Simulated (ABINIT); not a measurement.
**A GW chain in ABINIT: TaAgO3 (Pm-3m)**

Aim: the G0W0 gap of TaAgO3 (Pm-3m) on PBEsol, step by step.

Program: ABINIT 10.8.3. Level of theory: PBEsol and many-body steps on it, plane waves. Results are calculated unless marked as measured.

## 1. The structure

It takes space group Pm-3m (No. 221, cubic). The conventional cell has a = 3.999 Å, b = 3.999 Å, c = 3.999 Å, α = 90.00°, β = 90.00°, γ = 90.00°. Nearest to Ta lie 6 O at 2.00 Å. Nearest to Ag lie 12 O at 2.83 Å. Nearest to O lie 2 Ta at 2.00 Å. Farther neighbours and most contacts between anions are not listed.

The cell and positions are those that the Materials Project relaxed with its own functionals (PBE, PBE+U or r2SCAN), kept fixed. Spin-orbit coupling is left out unless a step names it.

## 2. Ground state

This step: ABINIT 10.8.3; DFT, PBEsol, plane waves, norm-conserving pseudopotentials.

The ground-state density comes first.

Input file run.abi:

```
acell 3*1.0 Angstrom
rprim 
  3.999370000000 0.000000000000 0.000000000000
  0.000000000000 3.999370000000 0.000000000000
  0.000000000000 0.000000000000 3.999370000000
ntypat 3
znucl 73 47 8
natom 5
typat 1 2 3 3 3
xred 
  0.000000000000 0.000000000000 0.000000000000
  0.500000000000 0.500000000000 0.500000000000
  0.000000000000 0.000000000000 0.500000000000
  0.000000000000 0.500000000000 0.000000000000
  0.500000000000 0.000000000000 0.000000000000
pp_dirpath "pseudos"
pseudos "Ta.upf, Ag.upf, O.upf"
ecut 37
ngkpt 6 6 6
nshiftk 1
shiftk 0 0 0
kptopt 1
chksymbreak 0
nband 31
occopt 1
tolvrs 1e-10
nstep 60
prtwf 0
optforces 0
optstress 0
indata_prefix "in"
outdata_prefix "out"
tmpdata_prefix "tmp"
```

Launch:

```console
$ OMP_NUM_THREADS=1 mpirun -n 4 abinit run.abi > log
```

Numbers of over 12 decimals in the logs are rounded to 6 here.

What it wrote:

```text
.Version 10.8.3 of ABINIT. v10.8.2 released Aug 2026.

 Symmetries : space group Pm -3 m (#221); Bravais cP (primitive cubic)
================================================================================
 Values of the parameters that define the memory need of the present run
     intxc =       0    ionmov =       0      iscf =       7    lmnmax =       8
     lnmax =       8     mgfft =      45  mpssoang =       4    mqgrid =    3001
     natom =       5  nloc_mem =       1    nspden =       1   nspinor =       1
    nsppol =       1      nsym =      48    n1xccc =    2501    ntypat =       3
    occopt =       1   xclevel =       2
-    mband =          31        mffmem =           1         mkmem =           5
       mpw =        4661          nfft =       91125          nkpt =          20
================================================================================
  Rough estimation (10% accuracy) of disk space for files :
================================================================================

--------------------------------------------------------------------------------
------------- Echo of variables that govern the present computation ------------
--------------------------------------------------------------------------------
 -outvars: echo values of preprocessed input variables --------
            acell      1.8897261259E+00  1.8897261259E+00  1.8897261259E+00 Bohr

      chksymbreak           0
             ecut      3.70000000E+01 Hartree
-          fftalg         312

              ixc     -116133
              kpt      0.00000000E+00  0.00000000E+00  0.00000000E+00
                       1.66666667E-01  0.00000000E+00  0.00000000E+00
                       3.33333333E-01  0.00000000E+00  0.00000000E+00
                       5.00000000E-01  0.00000000E+00  0.00000000E+00
                       1.66666667E-01  1.66666667E-01  0.00000000E+00
                       3.33333333E-01  1.66666667E-01  0.00000000E+00
                       5.00000000E-01  1.66666667E-01  0.00000000E+00
                       3.33333333E-01  3.33333333E-01  0.00000000E+00
                       5.00000000E-01  3.33333333E-01  0.00000000E+00
   [... 9 further rows ...]
                       5.00000000E-01  5.00000000E-01  3.33333333E-01
                       5.00000000E-01  5.00000000E-01  5.00000000E-01
         kptrlatt        6    0    0      0    6    0      0    0    6
          kptrlen      4.53462839E+01
P           mkmem           5
            natom           5
            nband          31
            ngfft          45      45      45
             nkpt          20
            nstep          60
             nsym          48
           ntypat           3
              occ      2.000000  2.000000  2.000000  2.000000  2.000000  2.000000
                       2.000000  2.000000  2.000000  2.000000  2.000000  2.000000
                       2.000000  2.000000  2.000000  2.000000  2.000000  2.000000
                       2.000000  2.000000  2.000000  2.000000  2.000000  2.000000
                       2.000000  0.000000  0.000000  0.000000  0.000000  0.000000
                       0.000000
        optforces           0
        optstress           0
            prtwf           0
            rprim      3.9993700000E+00  0.0000000000E+00  0.0000000000E+00
[...]
spgroup         221

           tolvrs      1.00000000E-10

             xred      0.0000000000E+00  0.0000000000E+00  0.0000000000E+00
[...]
znucl       73.00000   47.00000    8.00000

================================================================================

 chkinp: Checking input parameters for consistency.

================================================================================
== DATASET  1 ==================================================================
-   mpi_nproc: 4, omp_nthreads: 1 (-1 if OMP is not activated)

--- !DatasetInfo
iteration_state: {dtset: 1, }
dimensions: {natom: 5, nkpt: 20, mband: 31, nsppol: 1, nspinor: 1, nspden: 1, mpw: 4661, }
cutoff_energies: {ecut:  37.0, pawecutdg:  -1.0, }
electrons: {nelect:   5.00000000E+01, charge:   0.00000000E+00, occopt:   1.00000000E+00, tsmear:   1.00000000E-02, }

 Real(R)+Recip(G) space primitive vectors, cartesian coordinates (Bohr,Bohr^-1):
 R(1)=  7.5577140  0.0000000  0.0000000  G(1)=  0.1323151  0.0000000  0.0000000
 R(2)=  0.0000000  7.5577140  0.0000000  G(2)=  0.0000000  0.1323151  0.0000000
 R(3)=  0.0000000  0.0000000  7.5577140  G(3)=  0.0000000  0.0000000  0.1323151
 Unit cell volume ucvol=  4.3168937E+02 bohr^3
 Angles (23,13,12)=  9.00000000E+01  9.00000000E+01  9.00000000E+01 degrees

 getcut: wavevector=  0.0000  0.0000  0.0000  ngfft=  45  45  45
         ecut(hartree)=     37.000   => boxcut(ratio)=   2.12616

--- Pseudopotential description ------------------------------------------------
- Ta Generated using ONCVPSP code by D. R. Hamann
- 73.00000  13.00000  180301                  znucl, zion, pspdat
12 -116133 3 -1 1432                          pspcod,pspxc,lmax,lloc,mmax
     nproj     2     2     2     2
  pspatm : epsatm=   21.70780620
         --- l  ekb(1:nproj) -->
[...]
pspatm: atomic psp has been read  and splines computed

- Ag Generated using ONCVPSP code by D. R. Hamann
- 47.00000  19.00000  180301                  znucl, zion, pspdat
12 -116133 2 -1 1538                          pspcod,pspxc,lmax,lloc,mmax
     nproj     2     2     2     0
  pspatm : epsatm=   27.64581140
         --- l  ekb(1:nproj) -->
[...]
pspatm: atomic psp has been read  and splines computed

- O Generated using ONCVPSP code by D. R. Hamann
-  8.00000   6.00000  180301                  znucl, zion, pspdat
12 -116133 2 -1 936                           pspcod,pspxc,lmax,lloc,mmax
     nproj     2     2     1     0
  pspatm : epsatm=    6.22910120
         --- l  ekb(1:nproj) -->
[...]
2   -1.335834
 pspatm: atomic psp has been read  and splines computed

   3.40204606E+03                                ecore*ucvol(ha*bohr**3)
--------------------------------------------------------------------------------

_setup2: Arith. and geom. avg. npw (full set) are    4641.079    4641.064

================================================================================

--- !BeginCycle
iteration_state: {dtset: 1, }
solver: {iscf: 7, nstep: 60, nline: 4, wfoptalg: 0, }
tolerances: {tolvrs: 1.00E-10, }

     iter   Etot(hartree)      deltaE(h)  residm     vres2
 ETOT  1  -268.61905740041    -2.686E+02 2.208E-01 2.588E+03
 ETOT  2  -267.85341323073     7.656E-01 3.287E-02 5.525E+03
 ETOT  3  -269.49959120441    -1.646E+00 5.707E-02 2.772E+02
 ETOT  4  -269.54545780236    -4.587E-02 2.595E-02 7.358E+01
 ETOT  5  -269.54838207119    -2.924E-03 8.603E-04 3.926E+01
 ETOT  6  -269.55510573526    -6.724E-03 2.737E-02 9.143E-01
 ETOT  7  -269.55532965111    -2.239E-04 5.831E-03 1.847E-01
 ETOT  8  -269.55536541630    -3.577E-05 6.861E-04 7.071E-03
 ETOT  9  -269.55536677969    -1.363E-06 1.454E-04 1.465E-04
 ETOT 10  -269.55536679469    -1.501E-08 3.785E-05 1.693E-07
 ETOT 11  -269.55536679477    -7.168E-11 3.522E-05 2.294E-09
 ETOT 12  -269.55536679476     4.377E-12 3.696E-05 2.756E-10
 ETOT 13  -269.55536679476     5.684E-12 3.340E-05 9.690E-12

 At SCF step   13       vres2   =  9.69E-12 < tolvrs=  1.00E-10 =>converged.

--- !ResultsGS
iteration_state: {dtset: 1, }
comment   : Summary of ground state results
lattice_vectors:
- [  7.5577140,   0.0000000,   0.0000000, ]
- [  0.0000000,   7.5577140,   0.0000000, ]
- [  0.0000000,   0.0000000,   7.5577140, ]
lattice_lengths: [   7.55771,    7.55771,    7.55771, ]
lattice_angles: [ 90.000,  90.000,  90.000, ] # degrees, (23, 13, 12)
lattice_volume:   4.3168937E+02
convergence: {deltae:  5.684E-12, res2:  9.690E-12, residm:  3.340E-05, diffor:  0.000E+00, }
etotal    :  -2.69555367E+02
entropy   :   0.00000000E+00
fermie    :   2.22611329E-01
cartesian_stress_tensor: null
pressure_GPa: null
xred      :
- [  0.0000E+00,   0.0000E+00,   0.0000E+00, Ta]
- [  5.0000E-01,   5.0000E-01,   5.0000E-01, Ag]
- [  0.0000E+00,   0.0000E+00,   5.0000E-01,  O]
- [  0.0000E+00,   5.0000E-01,   0.0000E+00,  O]
- [  5.0000E-01,   0.0000E+00,   0.0000E+00,  O]
cartesian_forces: null
force_length_stats: {min: null, max: null, mean: null, }

 Integrated electronic density in atomic spheres:
 ------------------------------------------------
 Atom  Sphere_radius  Integrated_density
[...]
================================================================================

 ----iterations are completed or convergence reached----

 Mean square residual over all n,k,spin=   84.190E-09; max=  33.401E-06
 reduced coordinates (array xred) for    5 atoms
       0.000000000000      0.000000000000      0.000000000000
       0.500000000000      0.500000000000      0.500000000000
       0.000000000000      0.000000000000      0.500000000000
       0.000000000000      0.500000000000      0.000000000000
       0.500000000000      0.000000000000      0.000000000000
 rms dE/dt=  0.0000E+00; max dE/dt=  0.0000E+00; dE/dt below (all hartree)
    1       0.000000000000      0.000000000000      0.000000000000
    2       0.000000000000      0.000000000000      0.000000000000
    3       0.000000000000      0.000000000000      0.000000000000
    4       0.000000000000      0.000000000000      0.000000000000
    5       0.000000000000      0.000000000000      0.000000000000

 cartesian coordinates (angstrom) at end:
    1      0.000000     0.000000     0.000000
    2      1.999685     1.999685     1.999685
    3      0.000000     0.000000     1.999685
    4      0.000000     1.999685     0.000000
    5      1.999685     0.000000     0.000000
 length scales=  1.889726125908  1.889726125908  1.889726125908 bohr
              =  1.000000000000  1.000000000000  1.000000000000 angstroms
 prteigrs : about to open file out_EIG
 Fermi (or HOMO) energy (hartree) =   0.22261   Average Vxc (hartree)=  -0.43593
 Eigenvalues (hartree) for nkpt=  20  k points:
 kpt#   1, nband= 31, wtk=  0.00463, kpt=  0.0000  0.0000  0.0000 (reduced coord)
  -3.04547   -2.27319   -1.70627   -1.70627   -1.70627   -1.04132   -1.04132   -1.04132
  -0.43258   -0.40214   -0.40214    0.10850    0.10850    0.10850    0.16158    0.16158
   0.16477    0.16477    0.16477    0.17232    0.17232    0.17232    0.18141    0.18141
   0.18141    0.28096    0.30187    0.30187    0.30187    0.45683    0.45683
 prteigrs : prtvol=0 or 1, do not print more k-points.

--- !EnergyTerms
iteration_state     : {dtset: 1, }
comment             : Components of total free energy in Hartree
kinetic             :  1.03149105955939E+02
hartree             :  6.14443733492543E+01
xc                  : -4.99903136013552E+01
Ewald energy        : -1.83621520141871E+02
psp_core            :  7.88077327802366E+00
local_psp           : -2.03059143324090E+02
non_local_psp       : -5.35864231065579E+00
total_energy        : -2.69555366794756E+02
total_energy_eV     : -7.33497520052918E+03
band_energy         : -2.57306012290777E+01

== END DATASET(S) ==============================================================
================================================================================

 -outvars: echo values of variables after computation  --------
           etotal     -2.6955536679E+02
            nband          31
             nkpt          20
          spgroup         221
 [... the other variables as echoed above ...]

 Calculation completed.
```

Wall time 37 s (4 MPI ranks of Arm Neoverse V2, shared host); peak memory 0.35 GiB.

Numbers from this step:

```
total energy               : -7334.9752 eV
gap                        : 1.588 eV
k of the valence top       : 0.5, 0.5, 0
k of the conduction bottom : 0, 0, 0
least direct gap           : 2.171 eV
```

The gap is indirect, with the least direct gap 0.58 eV higher.

[end of part 1 of 3]

[Paths, hosts, dates, memory and timing lines, banners, echoed tables and standing remarks are left out of the program output.]

[Logs are printed without paths, hosts, clocks, repeated set-up lines and the standing remarks that a program may print on its own settings, such as how far it seeks lower states.]

[Runs of the session that timed out or met a known fault of the program may be left out.]

[Hosts, paths, dates, database ids (printed as entryN), source tags and the programs' standing remarks are cut or masked in the printed files.]

[G0W0 gaps are taken among the corrected bands and points alone; a level outside them can change the order at an edge.]

[Where Ansatz stands beside ABINIT at settings called matched, ABINIT's density can come from a denser mesh and the files from another edition; pairs whose starting gaps differed by over 0.03 eV were left out, so agreement reads better than it is.]
